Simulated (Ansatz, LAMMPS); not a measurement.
# Molecular dynamics of amorphous 62In2O3-38SiO2 (mol %) (89 atoms)

Wanted: a short trajectory of amorphous 62In2O3-38SiO2 (mol %) (89 atoms) with its pair distributions.

Program: Ansatz 0.2.0. Level of theory: Kohn-Sham DFT, PBEsol, PAW (set soft_2), plane waves. Results are calculated unless marked as measured.

### Step 1. The structure

The cell holds 89 atoms: 26 In, 8 Si and 55 O. Its edges and angles: a = 10.779 Å, b = 10.779 Å, c = 10.779 Å, α = 90.0°, β = 90.0°, γ = 90.0°. 89 atoms (26 Sc, 8 Si, 55 O) placed at random at 3.2 g/cm³, melted at 5000 K for 10 ps at fixed volume with the Morse and Coulomb pair potential with partial charges (Pedone, Malavasi, Menziani, Cormack and Segre, J. Phys. Chem. B 110, 11780 (2006)). Quenched from 5000 K to 300 K at 50 K/ps and fixed volume, held 10 ps at zero pressure, then minimised at fixed cell. Then Sc was replaced by In and the cell scaled by 1.031 (the potential has no terms for the new elements, so the cell is a start for a DFT relaxation).

Before any run, some limits are plain. The quench rate of 50 K/ps far exceeds what a furnace or splat quench reaches, so expect more defects and frozen-in strain than in a real sample. The network of bonds at the start is that of the classical potential that made the cell. The Brillouin zone is sampled at Γ only, in a cell whose shortest periodic width is 11 Å.

### Step 2. Single point at the start

A single point comes first, to see the forces before anything moves.

The input, input.yaml:

```yaml
crystal:
  lattice:
    - [10.77896, 0.0, 0.0]
    - [0.0, 10.77896, 0.0]
    - [0.0, 0.0, 10.77896]
  atoms:
    - { symbol: In, position: [0.53422, 0.4316, 0.2555] }
    - { symbol: In, position: [0.33028, 0.69431, 0.54693] }
    - { symbol: In, position: [0.42268, 0.68073, 0.92719] }
    - { symbol: In, position: [0.87413, 0.13303, 0.63822] }
    [... 79 atom lines left out ...]
    - { symbol: O, position: [0.62343, 0.42792, 0.08442] }
    - { symbol: O, position: [0.59375, 0.07774, 0.95423] }
    - { symbol: O, position: [0.14999, 0.20798, 0.61103] }
    - { symbol: O, position: [0.10941, 0.52214, 0.19232] }
    - { symbol: O, position: [0.31429, 0.74468, 0.10312] }
    - { symbol: O, position: [0.09582, 0.05064, 0.30039] }
kpoints:
  mp_grid: { grid: [1, 1, 1] }
hamiltonian:
  xc: pbesol
scf:
  occupations: { method: gaussian, width: 0.05 }
output:
  forces: true
```

On the command line:

```
$ ansatz run input.yaml --threads 4 --pin off --max-ram 8192MiB --backend cpu --events-out ev --progress --plain --runs-dir out
```

It took 33 s on 4 threads of Arm Neoverse N1, shared host; peak memory 1.8 GiB; 2.1 min of CPU time.

Read from the output:

```
free energy            : -179495.7814 eV
free energy per atom   : -2016.8065 eV/atom
SCF cycles             : 12
r.m.s. force component : 0.3901 eV/Å
longest force          : 1.835 eV/Å
Fermi energy           : 6.753 eV
```

The r.m.s. force component of 0.39 eV/Å sets the starting point.

Neighbours are counted within 2.52 Å (O-In), 2.16 Å (O-Si), 2.90 Å (In-In).

Length of the force by element and coordination:

| element | coordination | atoms | mean length of the force (eV/Å) | spread | least | most |
| --- | --- | --- | --- | --- | --- | --- |
| In | all | 26 | 0.697 | 0.243 | 0.301 | 1.12 |
| In | 4 | 2 | 0.650 | 0.0538 | 0.597 | 0.704 |
| In | 5 | 19 | 0.678 | 0.226 | 0.352 | 1.09 |
| In | 6 | 5 | 0.789 | 0.317 | 0.301 | 1.12 |
| O | all | 55 | 0.430 | 0.181 | 0.162 | 0.990 |
| O | 2 | 10 | 0.555 | 0.207 | 0.164 | 0.905 |
| O | 3 | 37 | 0.412 | 0.170 | 0.162 | 0.990 |
| O | 4 | 8 | 0.355 | 0.111 | 0.233 | 0.552 |
| Si | all | 8 | 1.31 | 0.296 | 0.904 | 1.84 |

### Step 3. Dynamics at 300 K

A Nosé–Hoover thermostat steers the temperature while disturbing the dynamics little. The time step is 1.0 fs.

Changes to input.yaml since step 2:

```diff
@@ -15 +15,8 @@
   forces: true
+md:
+  timestep: 1.0
+  n_steps: 130
+  ensemble: nvt_nose_hoover
+  temperature: 300
+  initial_velocities: maxwell_boltzmann
+  seed: 9625
```

Run time: 34 min. Hardware: 4 threads; peak memory 1.9 GiB.

The program notes that it switched symmetry off.

Rows from the run:

| time (fs) | T (K) | potential (meV/atom) | conserved (meV/atom) |
| --- | --- | --- | --- |
| 0.0 | 300 | 0.0 | 0.00 |
| 9.0 | 241 | 7.6 | 0.03 |
| 17.0 | 231 | 8.9 | 0.02 |
| 26.0 | 238 | 8.2 | 0.02 |
| 35.0 | 236 | 8.8 | 0.02 |
| 43.0 | 227 | 10.4 | 0.02 |
| 52.0 | 235 | 9.9 | 0.02 |
| 61.0 | 267 | 6.4 | 0.01 |
| 69.0 | 266 | 7.2 | 0.02 |
| 78.0 | 265 | 8.1 | 0.02 |
| 87.0 | 269 | 8.4 | 0.01 |
| 95.0 | 245 | 12.1 | 0.03 |
| 104.0 | 262 | 10.8 | 0.02 |
| 113.0 | 265 | 11.1 | 0.02 |
| 121.0 | 254 | 13.1 | 0.02 |
| 130.0 | 256 | 13.4 | 0.02 |

Mean square displacement from the first frame to the last: In 0.053 Å², Si 0.051 Å², O 0.061 Å².

Table of mean square displacement by time lag:

| time lag (fs) | In (Å²) | O (Å²) | Si (Å²) |
| --- | --- | --- | --- |
| 1.0 | 7.1e-6 | 3.4e-5 | 2.0e-5 |
| 3.0 | 6.4e-5 | 3.1e-4 | 1.8e-4 |
| 6.0 | 2.6e-4 | 0.00121 | 7.0e-4 |
| 9.0 | 5.7e-4 | 0.00264 | 0.00151 |
| 11.0 | 8.5e-4 | 0.00385 | 0.00218 |
| 14.0 | 0.00137 | 0.00599 | 0.00330 |
| 17.0 | 0.00200 | 0.00842 | 0.00451 |
| 19.0 | 0.00248 | 0.0101 | 0.00533 |
| 22.0 | 0.00329 | 0.0128 | 0.00652 |
| 25.0 | 0.00418 | 0.0156 | 0.00766 |
| 27.0 | 0.00483 | 0.0174 | 0.00837 |
| 30.0 | 0.00588 | 0.0201 | 0.00939 |
| 33.0 | 0.00699 | 0.0228 | 0.0104 |
| 35.0 | 0.00778 | 0.0245 | 0.0110 |
| 38.0 | 0.00901 | 0.0270 | 0.0119 |
| 41.0 | 0.0103 | 0.0295 | 0.0128 |
| 43.0 | 0.0112 | 0.0311 | 0.0133 |
| 46.0 | 0.0125 | 0.0334 | 0.0142 |
| 49.0 | 0.0140 | 0.0357 | 0.0150 |
| 51.0 | 0.0149 | 0.0372 | 0.0155 |
| 54.0 | 0.0164 | 0.0394 | 0.0162 |
| 57.0 | 0.0179 | 0.0416 | 0.0170 |
| 59.0 | 0.0189 | 0.0430 | 0.0175 |
| 62.0 | 0.0204 | 0.0450 | 0.0182 |
| 65.0 | 0.0219 | 0.0470 | 0.0189 |

Over the second half of 130 fs the temperature averages 261 K with swings of 8 K r.m.s. The conserved energy stays within 0.03 meV/atom. From first frame to last O has the largest mean square displacement, 0.061 Å² at the end; the farthest move is 0.58 Å. The count of bonds goes from 171 in the first frame to 173 in the last, by one set of cutoffs: 3 pairs passed out of them and 5 came within. The run spans 0.13 ps, too short for its means to be equilibrium values.

### Step 4. Structure statistics late in the run

The g(r) is a mean over the second half; what follows it is taken at the last frame.

Bonds before and after, by the cutoffs listed below:

| pair | bonds before | bonds after | mean before (Å) | mean after (Å) | spread before (Å) | spread after (Å) |
| --- | --- | --- | --- | --- | --- | --- |
| O-In | 139 | 141 | 2.206 | 2.222 | 0.139 | 0.149 |
| O-Si | 32 | 32 | 1.667 | 1.652 | 0.053 | 0.045 |

Density 5.42 g/cm³, 14.07 Å³ an atom.

Mean of 15 frames. g(r), total and by pair (bins of 0.2 Å):

| r (Å) | total | O-O | O-In | O-Si | In-In | In-Si | Si-Si |
| --- | --- | --- | --- | --- | --- | --- | --- |
| 1.50 | 0.13 | 0.00 | 0.00 | 1.13 | 0.00 | 0.00 | 0.00 |
| 1.70 | 1.35 | 0.00 | 0.00 | 12.11 | 0.00 | 0.00 | 0.00 |
| 1.90 | 0.07 | 0.00 | 0.20 | 0.00 | 0.00 | 0.00 | 0.00 |
| 2.10 | 2.15 | 0.00 | 5.94 | 0.00 | 0.00 | 0.00 | 0.00 |
| 2.30 | 1.09 | 0.02 | 3.00 | 0.00 | 0.00 | 0.00 | 0.00 |
| 2.50 | 0.51 | 0.55 | 0.84 | 0.00 | 0.00 | 0.00 | 0.00 |
| 2.70 | 0.87 | 2.11 | 0.18 | 0.00 | 0.00 | 0.00 | 0.00 |
| 2.90 | 0.89 | 2.01 | 0.18 | 0.04 | 0.00 | 0.77 | 1.29 |
| 3.10 | 0.96 | 1.69 | 0.23 | 0.41 | 0.82 | 1.39 | 5.28 |
| 3.30 | 1.14 | 1.70 | 0.28 | 0.74 | 2.04 | 2.50 | 0.00 |
| 3.50 | 1.12 | 1.14 | 0.56 | 0.97 | 2.84 | 2.30 | 1.23 |
| 3.70 | 1.04 | 0.72 | 0.72 | 1.69 | 2.47 | 2.15 | 0.00 |
| 3.90 | 0.93 | 0.67 | 0.99 | 1.18 | 1.80 | 0.50 | 0.00 |
| 4.10 | 1.05 | 0.88 | 1.17 | 1.42 | 1.26 | 0.45 | 0.68 |
| 4.30 | 1.07 | 0.82 | 1.35 | 1.58 | 0.56 | 0.78 | 1.08 |
| 4.50 | 1.01 | 0.65 | 1.50 | 1.32 | 0.32 | 0.82 | 0.77 |
| 4.70 | 1.01 | 0.67 | 1.58 | 0.68 | 0.47 | 1.27 | 0.33 |
| 4.90 | 0.97 | 0.79 | 1.23 | 1.04 | 0.60 | 0.75 | 1.64 |
| 5.10 | 0.98 | 1.04 | 1.00 | 1.03 | 0.50 | 1.22 | 0.70 |
| 5.30 | 0.89 | 1.04 | 0.85 | 0.56 | 0.71 | 1.04 | 1.03 |

Bonds by pair of elements; cutoffs follow the first minimum of g(r), held within bounds set by covalent radii, and pairs that aren't listed don't count as bonded:

| pair A-B | cutoff (Å) | bonds | mean length (Å) | spread (Å) | shortest (Å) | B about A | A about B |
| --- | --- | --- | --- | --- | --- | --- | --- |
| O-In | 2.77 | 141 | 2.22 | 0.149 | 1.93 | 2.56 | 5.42 |
| O-Si | 2.12 | 32 | 1.65 | 0.045 | 1.55 | 0.582 | 4 |

How many atoms have how many bonded neighbours:

| element | mean | 2 | 3 | 4 | 5 | 6 |
| --- | --- | --- | --- | --- | --- | --- |
| In | 5.42 | 0 | 0 | 0 | 15 | 11 |
| O | 3.15 | 5 | 37 | 13 | 0 | 0 |
| Si | 4 | 0 | 0 | 8 | 0 | 0 |

Bond angles (no mean is given where the spread exceeds 20°):

| angle | count | mean (°) | spread (°) |
| --- | --- | --- | --- |
| O-In-O | 315 | - | - |
| In-O-In | 139 | 111 | 16.7 |
| In-O-Si | 51 | 120 | 15.7 |
| O-Si-O | 48 | 109 | 6.9 |
| Si-O-Si | 4 | 132 | 4.9 |

Bond length by coordination (bonds to H left out):

| element | coordination | atoms | mean bond length (Å) |
| --- | --- | --- | --- |
| In | 5 | 15 | 2.19 |
| In | 6 | 11 | 2.26 |
| O | 2 | 5 | 1.82 |
| O | 3 | 37 | 2.08 |
| O | 4 | 13 | 2.26 |

Rings of the network by King's shortest-path rule, up to 12 atoms, one path for each pair of neighbours; H, halogens, alkali and alkaline-earth atoms are left out, and the last column divides by all other atoms, bonded or not:

| ring size (atoms) | rings | per network atom |
| --- | --- | --- |
| 4 | 41 | 0.461 |
| 6 | 93 | 1.04 |
| 8 | 87 | 0.978 |
| 10 | 12 | 0.135 |

For some of the pairs, g(r) has its first main peak near 2.7 Å (O-O), 2.2 Å (O-In), 1.6 Å (O-Si) and 3.5 Å (In-In). With the cutoffs above, 58 % of In atoms have 5, 67 % of O atoms have 3 and all Si atoms have 4 bonded neighbours. Rings of 6 atoms are the most common (40 % of those counted); sizes run from 4 to 10.

### Step 5. Single point at the last frame

The last frame is solved again with fuller output, to read the electronic structure of a thermally displaced geometry.

The input, input.yaml:

```yaml
crystal:
  lattice:
    - [10.77896, 0.0, 0.0]
    - [0.0, 10.77896, 0.0]
    - [0.0, 0.0, 10.77896]
  atoms:
    - { symbol: In, position: [0.53454, 0.44901, 0.26931] }
    - { symbol: In, position: [0.37197, 0.67044, 0.53754] }
    - { symbol: In, position: [0.46094, 0.67837, 0.91998] }
    - { symbol: In, position: [0.88531, 0.11323, 0.63646] }
    [... 79 atom lines left out ...]
    - { symbol: O, position: [0.60194, 0.43035, 0.09098] }
    - { symbol: O, position: [0.5878, 0.07656, 0.95358] }
    - { symbol: O, position: [0.10672, 0.1851, 0.61296] }
    - { symbol: O, position: [0.11527, 0.5202, 0.19478] }
    - { symbol: O, position: [0.31203, 0.72095, 0.10909] }
    - { symbol: O, position: [0.08687, 0.0516, 0.30069] }
kpoints:
  mp_grid: { grid: [1, 1, 1] }
hamiltonian:
  xc: pbesol
scf:
  occupations: { method: gaussian, width: 0.05 }
output:
  forces: true
  stress: true
  populations: true
  dos:
    method: { smearing: { sigma: 0.08 } }
    de: 0.1
    projected: { site_lists: { In: [In], O: [O], Si: [Si] } }
  eigenvalues: true
  write_density: true
  write_potential: true
  volumetric_format: npy
  elf: true
```

It took 51 s on 4 threads; peak memory 1.8 GiB.

Numbers from this run:

```
free energy                                      : -179494.5887 eV
free energy per atom                             : -2016.7931 eV/atom
SCF cycles                                       : 12
pressure                                         : -5.303 GPa
r.m.s. force component                           : 0.5681 eV/Å
longest force                                    : 2.345 eV/Å
Fermi energy                                     : 6.801 eV
gap (highest filled to lowest empty level) : 0.5705 eV
spilling of the projection                       : 0.00519
```

Neighbours are counted within 2.77 Å (O-In), 2.12 Å (O-Si), the cutoffs taken from the dynamics.

Length of the force by element and coordination:

| element | coordination | atoms | mean length of the force (eV/Å) | spread | least | most |
| --- | --- | --- | --- | --- | --- | --- |
| In | all | 26 | 0.888 | 0.372 | 0.264 | 1.84 |
| In | 5 | 15 | 1.02 | 0.350 | 0.499 | 1.84 |
| In | 6 | 11 | 0.707 | 0.323 | 0.264 | 1.44 |
| O | all | 55 | 0.785 | 0.417 | 0.115 | 2.34 |
| O | 2 | 5 | 1.52 | 0.501 | 0.812 | 2.34 |
| O | 3 | 37 | 0.750 | 0.338 | 0.115 | 1.51 |
| O | 4 | 13 | 0.604 | 0.272 | 0.145 | 1.15 |
| Si | all | 8 | 1.46 | 0.446 | 0.739 | 2.22 |

Löwdin charges by element and coordination (they lack the spilled electrons, 0.041 e an atom on average):

| element | coordination | atoms | mean charge (e) | spread | least | most |
| --- | --- | --- | --- | --- | --- | --- |
| In | all | 26 | 1.16 | 0.023 | 1.12 | 1.21 |
| In | 5 | 15 | 1.18 | 0.0193 | 1.15 | 1.21 |
| In | 6 | 11 | 1.15 | 0.0169 | 1.12 | 1.17 |
| O | all | 55 | -0.725 | 0.0185 | -0.763 | -0.687 |
| O | 2 | 5 | -0.754 | 0.0074 | -0.763 | -0.746 |
| O | 3 | 37 | -0.730 | 0.0113 | -0.755 | -0.706 |
| O | 4 | 13 | -0.701 | 0.0117 | -0.730 | -0.687 |
| Si | all | 8 | 1.65 | 0.0209 | 1.63 | 1.69 |

States in the cell by windows of 1 eV, zero at the Fermi level; the larger projections on atomic orbitals stand beside the total:

| from (eV) | to (eV) | total | O p | In p | In s | In d |
| --- | --- | --- | --- | --- | --- | --- |
| -14 | -13 | 141.4 | 2.9 | 0.3 | 0.1 | 136.7 |
| -13 | -12 | 110.9 | 1.6 | 0.7 | 0.2 | 104.5 |
| -12 | -11 | 7.7 | 0.1 | 0.1 | 0.1 | 6.1 |
| -11 | -9 | 0.0 | 0.0 | 0.0 | 0.0 | 0.0 |
| -9 | -8 | 6.0 | 3.8 | 0.1 | 0.1 | 0.1 |
| -8 | -7 | 4.9 | 3.1 | 0.1 | 0.4 | 0.1 |
| -7 | -6 | 18.2 | 11.7 | 0.7 | 3.3 | 0.3 |
| -6 | -5 | 35.8 | 23.8 | 1.8 | 6.3 | 0.5 |
| -5 | -4 | 43.0 | 31.4 | 3.8 | 3.1 | 0.6 |
| -4 | -3 | 47.3 | 37.9 | 5.1 | 1.2 | 0.6 |
| -3 | -2 | 66.6 | 58.0 | 4.6 | 0.8 | 0.9 |
| -2 | -1 | 79.0 | 73.3 | 2.2 | 0.5 | 1.1 |
| -1 | 0 | 29.2 | 27.7 | 0.5 | 0.1 | 0.4 |
| 0 | 1 | 2.0 | 0.3 | 0.0 | 1.2 | 0.0 |
| 1 | 2 | 0.0 | 0.0 | 0.0 | 0.0 | 0.0 |
| 2 | 3 | 9.9 | 3.2 | 1.5 | 3.6 | 0.0 |
| 3 | 4 | 18.6 | 5.5 | 2.9 | 7.7 | 0.0 |
| 4 | 5 | 18.2 | 5.1 | 2.9 | 8.0 | 0.0 |

The curve was stored every 0.100 eV, coarse against its broadening of 0.08 eV, so these counts are rough.

Between -21 and -14 eV lie 110 more states.

The levels nearest the highest filled one (over half full), pooled over k-points and spins:

| level less the highest filled one (eV) | occupation |
| --- | --- |
| -0.392 | 2 |
| -0.328 | 2 |
| -0.230 | 2 |
| -0.226 | 2 |
| -0.209 | 2 |
| 0 | 2 |
| 0.571 | 0 |
| 2.62 | 0 |
| 2.73 | 0 |
| 2.75 | 0 |
| 2.94 | 0 |
| 3.23 | 0 |

Mean Löwdin charges: In +1.16, O -0.73, Si +1.65 e (they miss 0.52 % of the electrons, so they add up to more than the cell's charge). The largest share in the top eV of filled states is O p (96 % of the projected weight), and in the lowest eV of empty states In s (58 % of the projected weight).

### Step 6. Outcome

- mean temperature, second half: 260.7 K
- temperature swing, second half: 7.715 K
- slope of the conserved energy against time, by least squares: 0.023 meV/atom/ps
- free energy per atom: -2016.7931 eV/atom
- pressure: -5.303 GPa
- r.m.s. force component: 0.5681 eV/Å
- gap (highest filled to lowest empty level): 0.5705 eV
- wall time of the 3 DFT runs: 35 min

Over the second half of 130 fs the temperature averages 261 K with swings of 8 K r.m.s. The conserved energy stays within 0.03 meV/atom. The count of bonds goes from 171 in the first frame to 173 in the last, by one set of cutoffs: 3 pairs passed out of them and 5 came within. The run spans 0.13 ps, too short for its means to be equilibrium values. With the cutoffs above, 58 % of In atoms have 5, 67 % of O atoms have 3 and all Si atoms have 4 bonded neighbours. Filled and empty levels are parted by 0.571 eV (at Γ alone); a semilocal functional tends to put such gaps too low. In a disordered cell it changes from sample to sample, and tail or defect levels can set it.

What to keep in mind: The starting topology of bonds comes from the classical model; in DFT 3 of its 171 bonded pairs passed out of the cutoffs and 5 came within them. The pressure of -5.3 GPa is that of one thermal frame at a volume set beforehand, without the kinetic term.

[Logs are printed without paths, hosts, clocks, repeated set-up lines and the standing remarks that a program may print on its own settings, such as how far it seeks lower states.]

[Hosts, paths, dates, database ids (printed as entryN), source tags and the programs' standing remarks are cut or masked in the printed files.]
